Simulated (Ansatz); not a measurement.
# Sb2Se3 (Antimonselite, Pnma): the cell at rest

Task: relax Sb2Se3 (Antimonselite, Pnma) tightly.

Program: Ansatz 0.2.0. Level of theory: DFT PBEsol, scalar-relativistic, plane waves, PAW; PAW set soft_1. Results are calculated unless marked as measured.

Report form: the programs' logs are mostly left out.

## 1. Starting point

The structure is orthorhombic, space group Pnma (No. 62). The conventional cell has a = 11.770 Å, b = 3.962 Å, c = 11.620 Å, α = 90.00°, β = 90.00°, γ = 90.00°. Sb has 6 Se at 2.66 to 3.26 Å nearest. Nearest to Sb lie 5 Se at 2.58 to 2.98 Å. Nearest to Se lie 5 Sb at 2.58 to 3.22 Å. Nearest to Se lie 3 Sb at 2.66 to 3.26 Å. Se has 3 Sb at 2.66 to 2.78 Å nearest. Farther neighbours and most contacts between anions are not listed.

## 2. A coarse first look

A quick single point on a coarse mesh tells whether the cell has a gap and how far it is from rest, which sets the k mesh and smearing that follow.

Contents of input.yaml:

```yaml
crystal:
  lattice:
    - [11.77, 0.0, 0.0]
    - [0.0, 3.962, 0.0]
    - [0.0, 0.0, 11.62]
  atoms:
    - { symbol: Sb, position: [0.0305, 0.25, 0.328] }
    - { symbol: Sb, position: [0.9695, 0.75, 0.672] }
    - { symbol: Sb, position: [0.4695, 0.75, 0.828] }
    - { symbol: Sb, position: [0.5305, 0.25, 0.172] }
    - { symbol: Sb, position: [0.1478, 0.75, 0.0397] }
    - { symbol: Sb, position: [0.8522, 0.25, 0.9603] }
    - { symbol: Sb, position: [0.3522, 0.25, 0.5397] }
    - { symbol: Sb, position: [0.6478, 0.75, 0.4603] }
    - { symbol: Se, position: [0.0534, 0.25, 0.8732] }
    - { symbol: Se, position: [0.9466, 0.75, 0.1268] }
    - { symbol: Se, position: [0.4466, 0.75, 0.3732] }
    - { symbol: Se, position: [0.5534, 0.25, 0.6268] }
    - { symbol: Se, position: [0.1302, 0.75, 0.4434] }
    - { symbol: Se, position: [0.8698, 0.25, 0.5566] }
    - { symbol: Se, position: [0.3698, 0.25, 0.9434] }
    - { symbol: Se, position: [0.6302, 0.75, 0.0566] }
    - { symbol: Se, position: [0.2132, 0.25, 0.1935] }
    - { symbol: Se, position: [0.7868, 0.75, 0.8065] }
    - { symbol: Se, position: [0.2868, 0.75, 0.6935] }
    - { symbol: Se, position: [0.7132, 0.25, 0.3065] }
kpoints:
  mp_grid: { grid: [2, 4, 2] }
hamiltonian:
  xc: pbesol
  pseudopotentials: { kind: paw, azcp: { folder: soft_1 }, xc_functional: pbe }
scf:
  occupations: { method: gaussian, width: 0.1 }
output:
  forces: true
  stress: true
  eigenvalues: true
```

Command:

```sh
$ ansatz run input.yaml --threads 16 --pin off --max-ram 61440MiB --backend cuda --events-out ev --progress --plain --runs-dir out
```

Run time: 1.9 s. Hardware: 1 × NVIDIA GB200 with 16 threads of Arm Neoverse V2, shared host; peak memory 1.2 GiB.

A gap read on the k-mesh alone can miss the band edges.

This step gave:

```yaml
pressure: 0.3733 GPa
gap_on_the_k_mesh: 0.9753 eV
volume_per_atom: 27.09 Å³
direct_gap_on_mesh: 1.051 eV
```

The coarse mesh shows a gap of 0.98 eV and a pressure of 0.4 GPa.

## 3. Relaxation

The cell and atoms are relaxed, since residual forces and stress would shift the frequencies.

Edit input.yaml of step 2 so:

```diff
@@ -27,3 +27,3 @@
 kpoints:
-  mp_grid: { grid: [2, 4, 2] }
+  mp_grid: { grid: [2, 6, 2] }
 hamiltonian:
@@ -32,3 +32,3 @@
 scf:
-  occupations: { method: gaussian, width: 0.1 }
+  occupations: { method: gaussian, width: 0.02 }
 output:
@@ -37 +37,6 @@
   eigenvalues: true
+relax:
+  adjacent_minimum: "off"
+  f_tol: 0.005
+  max_steps: 80
+  cell: { stress_tol: 0.05 }
```

Elapsed: 7.5 s, on 1 × NVIDIA GB200 with 16 threads; peak memory 1.2 GiB; 48 s of CPU time.

Relaxation path:

```tsv
step	energy less that of the first step (eV)	largest force component (eV/Å)	pressure (GPa)	volume (Å³)
1	0.0000	0.2945	0.45	541.87
2	-0.0171	0.3041	0.32	525.33
3	-0.1149	0.0826	-0.33	534.79
4	-0.1224	0.1192	0.11	528.72
5	-0.1279	0.0352	0.01	533.65
6	-0.1309	0.0113	0.00	531.67
7	-0.1311	0.0057	0.00	531.51
8	-0.1311	0.0004	0.00	531.51
9	-0.1300	0.0004	0.00	531.51
```

The log counts 1 steps on a newly chosen plane-wave basis, not all of them marked here; energy and pressure can jump at such steps.

The run keeps the 8 symmetry operations that it works with, so distortions that break them were not tested.

```tsv
conventional cell, symmetrised	before	after	change
a (Å)	11.770	11.823	+0.5 %
b (Å)	3.962	3.978	+0.4 %
c (Å)	11.620	11.302	-2.7 %
volume (Å³/atom)	27.09	26.58	-1.9 %
```

The atoms that moved most (Å, as changes of fractional coordinates times the final cell):

```tsv
atom	dx	dy	dz	length
Sb1	-0.077	0.000	0.012	0.078
Sb3	0.077	0.000	0.012	0.078
Sb2	0.077	0.000	-0.012	0.078
Sb4	-0.077	0.000	-0.012	0.078
Se12	-0.006	0.000	0.070	0.070
Se11	0.006	0.000	-0.070	0.070
Se10	0.006	0.000	0.070	0.070
Se9	-0.006	0.000	-0.070	0.070
```

This step gave:

- pressure: -0.001828 GPa
- gap on the k-mesh: 0.9015 eV
- volume per atom: 26.58 Å³
- direct gap on mesh: 1.033 eV

In this step the volume went from 27.09 to 26.58 Å³/atom.

## 4. Tight relaxation

Phonons need a cell at rest on their own settings, so the relaxation is repeated with tight tolerances on forces and stress on the k mesh and occupations of the first response run.

Contents of input.yaml:

```yaml
crystal:
  lattice:
    - [11.8232553514, 0.0, 0.0]
    - [0.0, 3.9775055625, 0.0]
    - [0.0, 0.0, 11.3022998892]
  atoms:
    - { symbol: Sb, position: [0.0239558352, 0.25, 0.3290182369] }
    - { symbol: Sb, position: [0.9760441648, 0.75, 0.6709817631] }
    - { symbol: Sb, position: [0.4760441648, 0.75, 0.8290182369] }
    - { symbol: Sb, position: [0.5239558352, 0.25, 0.1709817631] }
    - { symbol: Sb, position: [0.1494081562, 0.75, 0.0377868096] }
    - { symbol: Sb, position: [0.8505918438, 0.25, 0.9622131904] }
    - { symbol: Sb, position: [0.3505918438, 0.25, 0.5377868096] }
    - { symbol: Sb, position: [0.6494081562, 0.75, 0.4622131904] }
    - { symbol: Se, position: [0.0529335266, 0.25, 0.867035357] }
    - { symbol: Se, position: [0.9470664734, 0.75, 0.132964643] }
    - { symbol: Se, position: [0.4470664734, 0.75, 0.367035357] }
    - { symbol: Se, position: [0.5529335266, 0.25, 0.632964643] }
    - { symbol: Se, position: [0.1294884888, 0.75, 0.4479915887] }
    - { symbol: Se, position: [0.8705115112, 0.25, 0.5520084113] }
    - { symbol: Se, position: [0.3705115112, 0.25, 0.9479915887] }
    - { symbol: Se, position: [0.6294884888, 0.75, 0.0520084113] }
    - { symbol: Se, position: [0.2143989493, 0.25, 0.1962374651] }
    - { symbol: Se, position: [0.7856010507, 0.75, 0.8037625349] }
    - { symbol: Se, position: [0.2856010507, 0.75, 0.6962374651] }
    - { symbol: Se, position: [0.7143989493, 0.25, 0.3037625349] }
kpoints:
  mp_grid: { grid: [2, 8, 2] }
hamiltonian:
  xc: pbesol
  pseudopotentials: { kind: paw, azcp: { folder: soft_1 }, xc_functional: pbe }
scf:
  occupations: { method: fixed }
output:
  forces: true
  stress: true
  eigenvalues: true
relax:
  adjacent_minimum: "off"
  f_tol: 0.001
  max_steps: 60
  cell: { stress_tol: 0.01 }
```

Run time: 7 s. Hardware: 1 × NVIDIA GB200 with 16 threads; peak memory 1.3 GiB; 38 s of CPU time.

The steps of the relaxation:

```tsv
step	energy less that of the first step (eV)	largest force component (eV/Å)	pressure (GPa)	volume (Å³)
1	0.0000	0.0122	0.02	531.51
2	0.0008	0.0311	-0.04	532.46
3	-0.0004	0.0044	0.00	531.80
4	-0.0004	0.0051	0.00	531.78
5	-0.0004	0.0041	0.00	531.89
6	-0.0004	0.0006	0.00	531.84
7	-0.0005	0.0006	0.00	531.84
```

The log counts 1 steps on a newly chosen plane-wave basis, not all of them marked here; energy and pressure can jump at such steps. Relaxation step 2 was tried and not accepted.

The run keeps the 8 symmetry operations that it works with, so distortions that break them were not tested.

```tsv
conventional cell, symmetrised	before	after	change
a (Å)	11.823	11.811	-0.1 %
b (Å)	3.978	3.978	+0.0 %
c (Å)	11.302	11.319	+0.1 %
volume (Å³/atom)	26.58	26.59	+0.1 %
```

The relaxed structure:

```
Sb Se
1.0
    11.81056    0.00000    0.00000
     0.00000    3.97840    0.00000
     0.00000    0.00000   11.31888
Sb Se
8 12
Direct
  0.02423 0.25000 0.32892
  0.97577 0.75000 0.67108
  0.47577 0.75000 0.82892
  0.52423 0.25000 0.17108
  0.14965 0.75000 0.03747
  0.85035 0.25000 0.96253
  0.35035 0.25000 0.53747
  0.64965 0.75000 0.46253
  0.05293 0.25000 0.86751
  0.94707 0.75000 0.13249
  0.44707 0.75000 0.36751
  0.55293 0.25000 0.63249
  0.12943 0.75000 0.44804
  0.87057 0.25000 0.55196
  0.37057 0.25000 0.94804
  0.62943 0.75000 0.05196
  0.21444 0.25000 0.19587
  0.78556 0.75000 0.80413
  0.28556 0.75000 0.69587
  0.71444 0.25000 0.30413
```

This step gave:

```yaml
pressure: 5.93e-4 GPa
gap_on_the_k_mesh: 0.8871 eV
volume_per_atom: 26.59 Å³
direct_gap_on_mesh: 1.015 eV
```

The largest force component left is 0.63 meV/Å and the pressure is 0.001 GPa, within the tolerances set. The cell now holds 26.59 Å³/atom.

## 5. Summary of results

- space group after relaxation (within 0.01 Å): Pnma
- lattice constant a: 11.811 Å
- lattice constant b: 3.978 Å
- lattice constant c: 11.319 Å
- volume per atom: 26.6 Å³
- gap on the k-mesh: 0.887 eV

In words: The largest force component left is 0.63 meV/Å and the pressure is 0.001 GPa, within the tolerances set. The cell now holds 26.59 Å³/atom. The relaxation keeps the symmetry of its start, so it says nothing on stability against lower symmetry. Spin-orbit coupling is left out, which can matter for the heavy elements here. The PAW files were made for PBE and serve the other functionals too.

[Logs are printed without paths, hosts, clocks, repeated set-up lines and the standing remarks that a program may print on its own settings, such as how far it seeks lower states.]

[Hosts, paths, dates, database ids (printed as entryN), source tags and the programs' standing remarks are cut or masked in the printed files.]
